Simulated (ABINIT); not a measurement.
# Quasiparticle gap of SiC (Moissanite) in ABINIT, part 3 of 3

Aim: the G0W0 gap of SiC (Moissanite) on PBE, step by step.

ABINIT 10.8.3; PBE and many-body steps on it, plane waves. Known limits of the many-body steps: not at the basis limit.

So far. Step 4 (Empty states on the mesh, 6×6×4 mesh, 109 bands): On this mesh the gap is 2.329 eV. Step 5 (Screening, 6×6×4 mesh, 101 bands, screening to 163.3 eV): Local fields lower ε∞ by 9 %.

**6. Self-energy, 6×6×4 mesh, 101 bands, screening to 163.3 eV**

The self-energy is evaluated for the states that the input lists, and the levels follow from it, in one-shot runs by the linearised quasiparticle equation.

This step: G0W0 on PBE, plane waves, norm-conserving pseudopotentials.

File run.abi:

```
acell 3*1.0 Angstrom
rprim 
  3.075999999976 0.000000000005 0.000000000000
  -1.537999999993 2.663894142018 0.000000000000
  0.000000000000 0.000000000000 5.048000000000
ntypat 2
znucl 14 6
natom 4
typat 1 1 2 2
xred 
  0.333333333333 0.666666666667 0.000000000000
  0.666666666667 0.333333333333 0.500000000000
  0.333333333333 0.666666666667 0.385000000000
  0.666666666667 0.333333333333 0.885000000000
pp_dirpath "pseudos"
pseudos "Si.upf, C.upf"
ecut 37
ngkpt 6 6 4
nshiftk 1
shiftk 0 0 0
kptopt 1
chksymbreak 0
istwfk *1
occopt 1
irdwfk 1
optdriver 4
nband 101
gwcalctyp 0
ecutsigx 37
symsigma 1
nkptgw 3
kptgw 
  0.0000000000 0.0000000000 0.0000000000
  0.3333333333 0.3333333333 0.0000000000
  0.5000000000 0.0000000000 0.0000000000
bdgw 
  6 10
  7 10
  7 10
ecuteps 6
irdscr 1
ppmodel 1
indata_prefix "in"
outdata_prefix "out"
tmpdata_prefix "tmp"
```

Launch:

```console
OMP_NUM_THREADS=1 mpirun -n 4 abinit run.abi > log
```

Numbers of over 12 decimals in the logs are rounded to 6 here.

Log:

```text
.Version 10.8.3 of ABINIT. v10.8.2 released Aug 2026.

 Symmetries : space group P6_3 m c (#186); Bravais hP (primitive hexag.)
[... echo of the input left out ...]
== DATASET  1 ==================================================================
-   mpi_nproc: 4, omp_nthreads: 1 (-1 if OMP is not activated)

--- !DatasetInfo
iteration_state: {dtset: 1, }
dimensions: {natom: 4, nkpt: 21, mband: 101, nsppol: 1, nspinor: 1, nspden: 1, mpw: 3018, }
cutoff_energies: {ecut:  37.0, pawecutdg:  -1.0, }
electrons: {nelect:   1.60000000E+01, charge:   0.00000000E+00, occopt:   1.00000000E+00, tsmear:   1.00000000E-02, }

 SIGMA: Calculation of the GW corrections

 Based on a program developped by R.W. Godby, V. Olevano, G. Onida, and L. Reining.
 Incorporated in ABINIT by V. Olevano, G.-M. Rignanese, and M. Torrent.
.Using double precision arithmetic ; gwpc =  8

[... cell and pseudopotentials left out ...]
--------------------------------------------------------------------------------

 ==== K-mesh for the wavefunctions ====
 Number of points in the irreducible wedge :    21
[... list of points left out ...]
 Together with 12 symmetry operations and time-reversal symmetry
 yields   144 points in the full Brillouin Zone.

 ==== Q-mesh for screening function ====
 Number of points in the irreducible wedge :    21
[... list of points left out ...]
 Together with 12 symmetry operations and time-reversal symmetry
 yields   144 points in the full Brillouin Zone.

 vcoul_init : cutoff-mode = AUXILIARY_FUNCTION
 q-points for optical limit:   1
     1)      0.000010    0.000020    0.000030
 setmesh: FFT mesh size selected  =    27x   27x   54
          total number of points  =        39366

 Number of electrons calculated from density =   16.0000; Expected =   16.0000
 average of density, n =  0.057319
 r_s =    1.6089
 omega_plasma =   23.0944 [eV]

 === KS Band Gaps ===
  >>>> For spin  1
   Minimum direct gap =   4.0829 [eV], located at k-point      :   0.5000  0.0000  0.0000
   Fundamental gap    =   2.3294 [eV], Top of valence bands at :   0.0000  0.0000  0.0000
                                       Bottom of conduction at :   0.3333  0.3333  0.0000
 SIGMA fundamental parameters:
 PLASMON POLE MODEL  1
 number of plane-waves for SigmaX                 2997
 number of plane-waves for SigmaC and W            197
 number of plane-waves for wavefunctions          2997
 number of bands                                   101
 number of independent spin polarizations            1
 number of spinorial components                      1
 number of k-points in IBZ                          21
 number of q-points in IBZ                          21
 number of symmetry operations                      12
 number of k-points in BZ                          144
 number of q-points in BZ                          144
 number of frequencies for dSigma/dE                 9
 frequency step for dSigma/dE [eV]                0.25
 number of omega for Sigma on real axis              0
 max omega for Sigma on real axis  [eV]           0.00
 zcut for avoiding poles [eV]                     0.10

 EPSILON^-1 parameters (SCR file):
 dimension of the eps^-1 matrix on file            197
 dimension of the eps^-1 matrix used               197
 number of plane-waves for wavefunctions          2997
 number of bands                                   101
 number of q-points in IBZ                          21
 number of frequencies                               2
 number of real frequencies                          1
 number of imag frequencies                          1

 matrix elements of self-energy operator (all in [eV])

 Perturbative Calculation

--- !SelfEnergy_ee
iteration_state: {dtset: 1, }
kpoint     : [   0.000,    0.000,    0.000, ]
spin       : 1
KS_gap     :    4.620
QP_gap     :    5.446
Delta_QP_KS:    0.826
data: !SigmaeeData |
     Band     E0 <VxcDFT>   SigX SigC(E0)      Z dSigC/dE  Sig(E)    E-E0       E
        6   6.864 -15.055 -17.694   2.199   0.793  -0.261 -15.404  -0.349   6.514
        7   6.864 -15.055 -17.694   2.199   0.793  -0.261 -15.404  -0.349   6.514
        8   7.139 -14.882 -17.276   1.985   0.795  -0.258 -15.207  -0.325   6.814
        9  11.758 -12.188  -7.007  -4.560   0.807  -0.240 -11.687   0.501  12.259
       10  13.157 -12.746  -7.214  -4.922   0.795  -0.258 -12.261   0.485  13.642

--- !SelfEnergy_ee
iteration_state: {dtset: 1, }
kpoint     : [   0.333,    0.333,    0.000, ]
spin       : 1
KS_gap     :    6.371
QP_gap     :    7.375
Delta_QP_KS:    1.004
data: !SigmaeeData |
     Band     E0 <VxcDFT>   SigX SigC(E0)      Z dSigC/dE  Sig(E)    E-E0       E
        7   3.097 -12.979 -16.874   2.952   0.782  -0.279 -13.717  -0.737   2.360
        8   3.097 -12.979 -16.874   2.952   0.782  -0.279 -13.717  -0.737   2.360
        9   9.468  -9.842  -5.529  -3.989   0.825  -0.212  -9.575   0.267   9.735
       10  15.123 -12.291  -6.204  -5.178   0.793  -0.261 -11.571   0.720  15.843

--- !SelfEnergy_ee
iteration_state: {dtset: 1, }
kpoint     : [   0.500,    0.000,    0.000, ]
spin       : 1
KS_gap     :    4.083
QP_gap     :    4.946
Delta_QP_KS:    0.863
data: !SigmaeeData |
     Band     E0 <VxcDFT>   SigX SigC(E0)      Z dSigC/dE  Sig(E)    E-E0       E
        7   3.876 -12.725 -16.051   2.478   0.790  -0.266 -13.394  -0.669   3.207
        8   5.651 -14.535 -17.688   2.493   0.790  -0.266 -15.056  -0.522   5.129
        9   9.734 -10.592  -6.058  -4.119   0.821  -0.217 -10.251   0.341  10.075
       10  11.338 -11.767  -6.941  -4.198   0.810  -0.235 -11.258   0.510  11.847

== END DATASET(S) ==============================================================
================================================================================

 -outvars: echo values of variables after computation  --------
           etotal      0.0000000000E+00
            nband         101
             nkpt          21
          spgroup         186
 [... the other variables as echoed above ...]

 Calculation completed.
```

The job ended after 18 s (4 MPI ranks of Arm Neoverse V2, shared host; peak memory 1.1 GiB; 71 s of CPU time).

This step gave:

* G0W0 gap on the points computed: 2.921 eV
* starting gap on the mesh: 2.329 eV
* k of the valence top: 0, 0, 0
* k of the conduction bottom: 0.3333, 0.3333, 0
* Z at the valence top: 0.795
* Z at the conduction bottom: 0.825
* least direct G0W0 gap on the computed points: 4.946 eV

The gap on the mesh goes from 2.33 eV to 2.92 eV, a correction of +0.59 eV.

Limits: finite bands, cutoff and mesh. v1 is the top filled band, c1 the lowest empty one. The levels before and after the correction (eV, zero at the valence-band top of each column):

|  | conduction bottom | valence top |
| --- | --- | --- |
| Kohn-Sham | 2.33 | 0.00 |
| G0W0 | 2.92 | 0.00 |

```csv
,level,energy (eV)
Kohn-Sham,Γ v3-v2,-0.275
Kohn-Sham,Γ v1,0.000
Kohn-Sham,Γ c1,4.620
Kohn-Sham,Γ c2,6.019
Kohn-Sham,(0.333 0.333 0) v2-v1,-4.042
Kohn-Sham,(0.333 0.333 0) c1,2.329
Kohn-Sham,(0.333 0.333 0) c2,7.984
G0W0,Γ v3-v2,-0.300
G0W0,Γ v1,0.000
G0W0,Γ c1,5.445
G0W0,Γ c2,6.828
G0W0,(0.333 0.333 0) v2-v1,-4.454
G0W0,(0.333 0.333 0) c1,2.921
G0W0,(0.333 0.333 0) c2,9.029
```

**7. Where the time went**

Times are wall times on 4 MPI ranks of Arm Neoverse V2, shared host, good to a factor of about two.

```csv
step,time,share,memory (GiB)
ground state,6.7 s,3 %,0.29
bands along the symmetry lines,11 s,5 %,0.29
empty states on the mesh,1.7 min,47 %,2.2
screening,78 s,36 %,1.1
self-energy,18 s,8 %,1.1
```

**8. Summary of results**

```yaml
pbe_gap: 2.33 eV, indirect
g0w0_gap_on_the_mesh: 2.92 eV
gw_settings: 6×6×4 mesh, 101 bands, screening to 163.3 eV, Godby-Needs plasmon pole
known_limits: not at the basis limit
```

In words: G0W0 moves the gap on the mesh from 2.33 eV to 2.92 eV (+0.59 eV), with Z of 0.80 and 0.82 at the edges. Local fields lower the RPA ε∞ on this mesh from 7.49 to 6.84. Only 3 of the mesh's irreducible points were corrected, so a valley elsewhere could overtake. Against experiment, by G0W0@PBE: the gap of 2.92 eV lies −0.41 eV from the measured 3.33 eV (kind not stated, quoted 2020). The calculation has static nuclei and no excitons; a measured gap holds zero-point and thermal motion, which mostly lowers it. Bands and cutoff are finite, so the gap is not at the basis limit. The miss can reach some tenths of an eV and take either sign; the mesh is an error of its own. In the G0W0 run levels were corrected at 3 k points alone, so a gap called «on the mesh» is the least over those, and an edge elsewhere would be missed.

[Paths, hosts, dates, memory and timing lines, banners, echoed tables and standing remarks are left out of the program output.]

[Logs are printed without paths, hosts, clocks, repeated set-up lines and the standing remarks that a program may print on its own settings, such as how far it seeks lower states.]

[Runs of the session that timed out or met a known fault of the program may be left out.]

[Hosts, paths, dates, database ids (printed as entryN), source tags and the programs' standing remarks are cut or masked in the printed files.]

[G0W0 gaps are taken among the corrected bands and points alone; a level outside them can change the order at an edge.]

[Where Ansatz stands beside ABINIT at settings called matched, ABINIT's density can come from a denser mesh and the files from another edition; pairs whose starting gaps differed by over 0.03 eV were left out, so agreement reads better than it is.]
